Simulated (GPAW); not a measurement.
**Core-hole calculation of the S K edge in CdS (Hawleyite, F-43m)**

What does one-electron theory with a core hole give for the S K edge of CdS (Hawleyite, F-43m)?

Main program and level: GPAW 26.7.0; X-ray absorption from dipole matrix elements to empty bands, plane-wave PAW PBE.

### Step 1. Starting point

It takes space group F-43m (No. 216, cubic). The conventional cell has a = 5.833 Å, b = 5.833 Å, c = 5.833 Å, α = 90.00°, β = 90.00°, γ = 90.00°. Cd has 4 S at 2.53 Å nearest. Nearest to S lie 4 Cd at 2.53 Å. Farther neighbours and most contacts between anions are not listed.

### Step 2. Ground state of the crystal

The ground state comes first: it tells whether the system has a gap, which decides how the excited electron is treated.

scf.py

```python
import numpy as np
from ase import Atoms
from ase.parallel import parprint, paropen
from gpaw import GPAW, PW, FermiDirac, Mixer, MixerDif, setup_paths
from gpaw.test import gen
setup_paths.insert(0, '.')
gen('S', name='nch1s', xcname='PBE', corehole=(1, 0, 0), write_xml=True)
from gpaw.mpi import world
world.barrier()

atoms = Atoms('CdS',
    cell=[[0, 2.9165, 2.9165],
     [2.9165, 0, 2.9165],
     [2.9165, 2.9165, 0]],
    scaled_positions=[[0, 0, 0],
     [0.75, 0.75, 0.75]],
    pbc=True)
atoms.calc = calc = GPAW(legacy_gpaw=True, mode=PW(430), xc='PBE', setups={1: 'nch1s'},
    kpts={'size': (7, 7, 7), 'gamma': True}, occupations=FermiDirac(0.05),
    charge=0, mixer=Mixer(0.1, 5, 50), maxiter=150,
    convergence={'density': 0.0001}, txt='scf.txt')
energy = atoms.get_potential_energy() + calc.get_reference_energy()
ef = calc.get_fermi_level()
out = dict(energy=energy, fermi=ef, forces=atoms.get_forces().tolist())
parprint(f'all-electron energy {energy:.4f} eV, Fermi level {ef:.4f} eV')
ev = np.array([[calc.get_eigenvalues(k, s) for k in range(len(calc.get_ibz_k_points()))] for s in range(calc.get_number_of_spins())])
out['homo'], out['lumo'], out['counts'] = ev[ev < ef].max(), ev[ev > ef].min(), sorted(set((ev < ef).sum((0, 2)).tolist()))
out['filled'] = (ev[:, 0] < ef).sum(1).tolist()
import json
with paropen('out.json', 'w') as f:
    json.dump(out, f)
```

Command:

```console
> OMP_NUM_THREADS=1 mpirun -n 4 gpaw python scf.py
```

Numbers of over 12 decimals in the logs are rounded to 6 here.

What it wrote:

```text
Input parameters:
  convergence: {density: 0.0001}
  kpts: {gamma: True,
         size: (7, 7, 7)}
  maxiter: 150
  mixer: {backend: pulay,
          beta: 0.1,
          method: separate,
          nmaxold: 5,
          weight: 50}
  mode: {ecut: 430.0,
         name: pw}
  occupations: {fixmagmom: False,
                name: fermi-dirac,
                width: 0.05}
  setups: {1: nch1s}
  xc: PBE

Initialize ...

[... PAW data sets ...]

Reference energy: -163030.738536  # eV

Spin-paired calculation

[... convergence settings ...]
Symmetries present (total): 24
  [... symmetry matrices ...]

343 k-points: 7 x 7 x 7 Monkhorst-Pack grid
20 k-points in the irreducible part of the Brillouin zone
       k-points in crystal coordinates                weights
   0:     0.00000000    0.00000000    0.00000000          1/343
   1:     0.14285714    0.14285714    0.00000000          6/343
   2:     0.14285714    0.14285714    0.14285714          8/343
   3:     0.28571429    0.14285714    0.14285714         12/343
   4:     0.28571429    0.28571429    0.00000000          6/343
   5:     0.28571429    0.28571429    0.14285714         24/343
   6:     0.28571429    0.28571429    0.28571429          8/343
   7:     0.42857143   -0.28571429   -0.28571429         12/343
   8:     0.42857143    0.28571429   -0.42857143         48/343
   9:     0.42857143    0.28571429   -0.28571429         24/343
          ...
  19:     0.42857143    0.42857143    0.42857143          8/343

Wave functions: Plane wave expansion
  Cutoff energy: 430.000 eV
  Number of coefficients (min, max): 965, 1014
  Pulay-stress correction: 0.000000 eV/Ang^3 (de/decut=0.000000)
  Using FFTW library
  Wavefunction extrapolation:
    Improved wavefunction reuse through dual PAW basis

Occupation numbers: Fermi-Dirac:
  width: 0.0500  # eV

Eigensolver
   Davidson(niter=2)

Densities:
  Coarse grid: 20*20*20 grid
  Fine grid: 40*40*40 grid
  Total Charge: 0.000000

Density mixing:
  Method: separate
  Backend: pulay
  Linear mixing parameter: 0.1
  old densities: 5
  Width of damping distribution: 1.1
  Damping of long wavelength oscillations: 50

[... Hamiltonian set-up ...]
Number of atoms: 2
Number of atomic orbitals: 13
Number of bands in calculation: 13
Number of valence electrons: 18
Bands to converge: occupied

... initialized

Initializing position-dependent things.

Density initialized from atomic densities
Creating initial wave functions:
  13 bands from LCAO basis set

                     S

       Cd

Atomic positions and initial magnetic moments

Positions:
   0 Cd     0.000000    0.000000    0.000000    ( 0.0000,  0.0000,  0.0000)
   1 S      4.374750    4.374750    4.374750    ( 0.0000,  0.0000,  0.0000)

Unit cell:
           periodic     x           y           z      points  spacing
  1. axis:    yes    0.000000    2.916500    2.916500    20     0.1684
  2. axis:    yes    2.916500    0.000000    2.916500    20     0.1684
  3. axis:    yes    2.916500    2.916500    0.000000    20     0.1684

  Lengths:   4.124554   4.124554   4.124554
  Angles:   60.000000  60.000000  60.000000

Effective grid spacing dv^(1/3) = 0.1837

iter:   1    -6.772281
iter:   2    -6.565564   -1.89  -1.12
iter:   3    -6.273634   -1.40  -1.20
iter:   4    -6.270653   -3.39  -1.59
iter:   5    -6.275523c  -2.90  -1.61
iter:   6    -6.268820c  -3.70  -2.35
iter:   7    -6.266512   -3.33  -2.64
iter:   8    -6.266561c  -4.67  -3.16
iter:   9    -6.266594c  -4.59  -3.16
iter:  10    -6.266540c  -5.33  -3.51
iter:  11    -6.266540c  -6.87  -4.30c
iter:  12    -6.266541c  -7.51c -4.32c

Converged after 12 iterations.

Dipole moment: (2.635202, 2.635202, 2.635202) |e|*Ang

Energy contributions relative to reference atoms: (reference = -163030.738536)

Kinetic:        +19.458680
Potential:      -17.544129
External:        +0.000000
XC:              -8.343879
Entropy (-ST):   -0.000000
Local:           +0.162787
SIC:             +0.000000
--------------------------
Free energy:     -6.266541
Extrapolated:    -6.266541

Showing only first 2 kpts
 Kpt  Band  Eigenvalues  Occupancy
  0     7      3.60319    1.99999
  0     8      3.60319    1.99999
  0     9      4.72891    0.00005
  0    10     10.09311    0.00000

  1     7      3.18526    2.00000
  1     8      3.18526    2.00000
  1     9      6.07521    0.00000
  1    10      9.27246    0.00000

Fermi level: 4.19930

Gap: 1.126 eV
Transition (v -> c):
  (s=0, k=0, n=8, [0.00, 0.00, 0.00]) -> (s=0, k=0, n=9, [0.00, 0.00, 0.00])
No difference between direct/indirect transitions

Forces in eV/Ang:
  0 Cd    0.00000   -0.00000    0.00000
  1 S     0.00000    0.00000   -0.00000
Scalar-relativistic atomic PBE calculation for S (Sulfur, Z=16)
Core hole in 1s state (1s occupation: 2.0)
450 radial gridpoints.
|------------------------------------------------|
|------------------------------------------------|
[... the atom generator's iteration count ...]

Energy contributions:
-------------------------
Kinetic:     +400.475044
XC:           -25.464799
Potential:   -774.020431
-------------------------
Total:       -399.010186

state      eigenvalue         ekin         rmax
-----------------------------------------------
1s^2.0 :   -88.400017   122.217219        0.063
2s^2.0 :    -7.779192    18.562705        0.388
2p^6.0 :    -5.751522    17.633089        0.326
3s^2.0 :    -0.634076     2.729428        1.412
3p^4.0 :    -0.257545     1.914451        1.605
-----------------------------------------------
(units: Bohr and Hartree)

Generating PAW setup
Kinetic energy of the core from tauc = 388.45302198035
Cutoffs:
rc(s)=1.840
rc(p)=1.850
rc(d)=1.700
rc(vbar)=1.720
rc(comp)=1.430
rc(nct)=1.850

Kinetic energy of the core states: 387.358382
Charge: 0.0
Core electrons: 10.0
Valence electrons: 6.0
Pseudo-core charge: 0.058697
Shape function alpha=4.890
Pseudo-electron charge 6.443685
state    eigenvalue         norm
--------------------------------
3s(2) :    -0.634076     1.192540
*s    :     0.365924
3p(4) :    -0.257545     0.999977
*p    :     0.742455
*d    :     0.000000
--------------------------------

Diagonalizing with gridspacing h=0.050

state   all-electron     PAW
-------------------------------
3s:      -0.634076    -0.634693
3p:      -0.257545    -0.257957
*d:                    0.042231
*f:                    0.074234
-------------------------------
all-electron energy -163037.0051 eV, Fermi level 4.1993 eV
```

Run time: 4.3 s. Hardware: 4 MPI ranks of Arm Neoverse V1, shared host; peak memory 0.16 GiB; 17 s of CPU time.

The mesh shows a gap of 1.13 eV, so the hole is first treated in a charged cell, without the excited electron.

### Step 3. Spectrum without a core hole, 

This cheap baseline ignores the attraction of the hole: it shows the absorber's empty states as they are in the ground state. The data set with a hole of occupation 0 only carries the core orbital.

xas.py

```python
import numpy as np
from ase import Atoms
from ase.parallel import parprint, paropen
from gpaw import GPAW, PW, FermiDirac, Mixer, MixerDif, setup_paths
from gpaw.test import gen
setup_paths.insert(0, '.')
gen('S', name='nch1s', xcname='PBE', corehole=(1, 0, 0), write_xml=True)
from gpaw.mpi import world
world.barrier()

atoms = Atoms('CdS',
    cell=[[0, 2.9165, 2.9165],
     [2.9165, 0, 2.9165],
     [2.9165, 2.9165, 0]],
    scaled_positions=[[0, 0, 0],
     [0.75, 0.75, 0.75]],
    pbc=True)
atoms.calc = calc = GPAW(legacy_gpaw=True, mode=PW(430), xc='PBE', setups={1: 'nch1s'},
    kpts={'size': (7, 7, 7), 'gamma': True}, occupations=FermiDirac(0.02),
    charge=0, mixer=Mixer(0.1, 5, 50), maxiter=150,
    convergence={'density': 0.0001}, txt='scf.txt')
energy = atoms.get_potential_energy() + calc.get_reference_energy()
ef = calc.get_fermi_level()
out = dict(energy=energy, fermi=ef, forces=atoms.get_forces().tolist())
parprint(f'all-electron energy {energy:.4f} eV, Fermi level {ef:.4f} eV')
ev = np.array([[calc.get_eigenvalues(k, s) for k in range(len(calc.get_ibz_k_points()))] for s in range(calc.get_number_of_spins())])
out['homo'], out['lumo'], out['counts'] = ev[ev < ef].max(), ev[ev > ef].min(), sorted(set((ev < ef).sum((0, 2)).tolist()))
out['filled'] = (ev[:, 0] < ef).sum(1).tolist()

from ase.units import Ha
from gpaw.xas import dipole_matrix_elements
nb = int(calc.get_number_of_electrons() / 2) + 33
top = nb
nscf = calc.fixed_density(kpts={'size': (5, 5, 5), 'gamma': True},
    convergence={'eigenstates': 1.0}, txt='nscf.txt')
nscf.diagonalize_full_hamiltonian(nbands=nb)
cell = atoms.cell.array
ops = [cell.T @ U.T @ np.linalg.inv(cell.T) for U in nscf.wfs.kd.symmetry.op_scc]
filled = [9]  # bands filled in the ground state, by spin
E = np.arange(-25, 34, 0.1)
fwhm = np.interp(E, [4, 25], [0.9, 3.5])
Y, X, zero, highest = 0, 0, 1e9, 1e9
for spin in range(nscf.get_number_of_spins()):
    wfs = nscf.wfs
    A = dipole_matrix_elements(wfs.setups[1])
    eps = np.zeros((wfs.kd.nibzkpts, nb))
    d = np.zeros((3, A.shape[1], wfs.kd.nibzkpts, nb), complex)
    for kpt in wfs.kpt_u:
        if kpt.s == spin and 1 in kpt.P_ani:
            eps[kpt.k] = kpt.eps_n * Ha
            d[:, :, kpt.k] = (kpt.weight * wfs.nspins / 2) ** 0.5 * np.inner(A, kpt.P_ani[1])
    world.sum(eps)
    world.sum(d)
    T = np.einsum('amkn,bmkn->abkn', d, d.conj()).real
    T = sum(np.einsum('ai,ijkn,bj->abkn', R, T, R) for R in ops) / len(ops)
    empty = np.ones_like(eps, bool) & (np.arange(nb) >= filled[spin])
    zero, highest = min(zero, eps[empty].min()), min(highest, eps[:, top - 1].min())
    lines = [(eps, T, empty)] if spin == 0 else lines + [(eps, T, empty)]
for eps, T, empty in lines:
    f = np.einsum('aakn->akn', T).reshape(3, -1)
    x = eps.ravel() - zero
    w = np.interp(x, E, fwhm) / 2.35482
    g = np.exp(-0.5 * ((E[:, None] - x) / w) ** 2) / (w * (2 * np.pi) ** 0.5)
    Y = Y + (f * empty.ravel()) @ g.T
    X = X + (f * ~empty.ravel()) @ g.T
out.update(E=E.round(2).tolist(), xas=Y.tolist(), xes=X.tolist(), zero=zero, valid=highest - zero, nk=len(eps), nb=nb)
for i in range(0, len(E), 10):
    parprint(f'{E[i]:7.2f}', *(f'{v:10.3e}' for v in Y[:, i]))
import json
with paropen('out.json', 'w') as f:
    json.dump(out, f)
```

Command:

```console
> OMP_NUM_THREADS=1 mpirun -n 4 gpaw python xas.py
```

What it wrote:

```text
Input parameters:
  convergence: {density: 0.0001}
  kpts: {gamma: True,
         size: (7, 7, 7)}
  maxiter: 150
  mixer: {backend: pulay,
          beta: 0.1,
          method: separate,
          nmaxold: 5,
          weight: 50}
  mode: {ecut: 430.0,
         name: pw}
  occupations: {fixmagmom: False,
                name: fermi-dirac,
                width: 0.02}
  setups: {1: nch1s}
  xc: PBE

Initialize ...

[...]
Entropy (-ST):   -0.000000
Local:           +0.162760
SIC:             +0.000000
--------------------------
Free energy:     -6.258338
Extrapolated:    -6.258338

Showing only first 2 kpts
 Kpt  Band  Eigenvalues  Occupancy
[...]
1     9      6.72237    0.00000
  1    10      8.78021    0.00000

Fermi level: 4.04165

Gap: 1.126 eV
Transition (v -> c):
  (s=0, k=0, n=8, [0.00, 0.00, 0.00]) -> (s=0, k=0, n=9, [0.00, 0.00, 0.00])
No difference between direct/indirect transitions
[key lines of the parts left out:]
Converged after 4 iterations.
Dipole moment: (2.635204, 2.635204, 2.635204) |e|*Ang
```

It took 15 s on 4 MPI ranks; peak memory 0.15 GiB.

The run ended with an error.

The program stopped, so this step gives no result.

### Step 4. Supercell without a hole, the energy reference

The photon energy needs a difference of total energies, so the cell and mesh of the coming hole run are first run without a hole.

scf.py: that of step 2 with these lines changed.

```diff
@@ -10,11 +10,21 @@
 
-atoms = Atoms('CdS',
-    cell=[[0, 2.9165, 2.9165],
-     [2.9165, 0, 2.9165],
-     [2.9165, 2.9165, 0]],
+atoms = Atoms('Cd6S6',
+    cell=[[-2.9165, -2.9165, -5.833],
+     [-2.9165, -2.9165, 5.833],
+     [-2.9165, 5.833, 2.9165]],
     scaled_positions=[[0, 0, 0],
-     [0.75, 0.75, 0.75]],
+     [0.66666667, 0, 0.33333333],
+     [0.5, 0.5, 0],
+     [0.33333333, 0, 0.66666667],
+     [0.16666667, 0.5, 0.33333333],
+     [0.83333333, 0.5, 0.66666667],
+     [0.875, 0.625, 0],
+     [0.54166667, 0.625, 0.33333333],
+     [0.375, 0.125, 0],
+     [0.20833333, 0.625, 0.66666667],
+     [0.04166667, 0.125, 0.33333333],
+     [0.70833333, 0.125, 0.66666667]],
     pbc=True)
-atoms.calc = calc = GPAW(legacy_gpaw=True, mode=PW(430), xc='PBE', setups={1: 'nch1s'},
-    kpts={'size': (7, 7, 7), 'gamma': True}, occupations=FermiDirac(0.05),
+atoms.calc = calc = GPAW(legacy_gpaw=True, mode=PW(430), xc='PBE', setups={6: 'nch1s'},
+    kpts={'size': (3, 2, 3), 'gamma': True}, occupations=FermiDirac(0.02),
     charge=0, mixer=Mixer(0.1, 5, 50), maxiter=150,
```

Command:

```console
> OMP_NUM_THREADS=1 mpirun -n 4 gpaw python scf.py
```

What it wrote:

```text
Input parameters:
  convergence: {density: 0.0001}
  kpts: {gamma: True,
         size: (3, 2, 3)}
  maxiter: 150
  mixer: {backend: pulay,
          beta: 0.1,
          method: separate,
          nmaxold: 5,
          weight: 50}
  mode: {ecut: 430.0,
         name: pw}
  occupations: {fixmagmom: False,
                name: fermi-dirac,
                width: 0.02}
  setups: {6: nch1s}
  xc: PBE

Initialize ...

[...]
3s(2) :    -0.634076     1.192540
*s    :     0.365924
3p(4) :    -0.257545     0.999977
*p    :     0.742455
*d    :     0.000000
--------------------------------

Diagonalizing with gridspacing h=0.050

state   all-electron     PAW
-------------------------------
3s:      -0.634076    -0.634693
3p:      -0.257545    -0.257957
*d:                    0.042231
*f:                    0.074234
-------------------------------
all-electron energy -978222.0045 eV, Fermi level 4.0416 eV
[key lines of the parts left out:]
Converged after 12 iterations.
Dipole moment: (7.346970, 7.346970, -1.108781) |e|*Ang
Free energy:    -37.574775
Fermi level: 4.04165
```

Run time: 26 s. Hardware: 4 MPI ranks; peak memory 0.29 GiB.

Reference energy: -978222.005 eV with the cores included.

(Continued in part 2 of 3.)

[Banner, clock and machine lines of the logs are left out without a mark of their own.]

[Logs are printed without paths, hosts, clocks, repeated set-up lines and the standing remarks that a program may print on its own settings, such as how far it seeks lower states.]

[Hosts, paths, dates, database ids (printed as entryN), source tags and the programs' standing remarks are cut or masked in the printed files.]

[Lists of maxima count a maximum above −3 eV only where it reaches 4 % of the highest in the window and stands out from its surroundings by 2 % of it (1.5 % where it reaches 55 %); shoulders and weaker maxima are passed over, and of the rest the first, up to two pre-edge ones and the few strongest are named.]
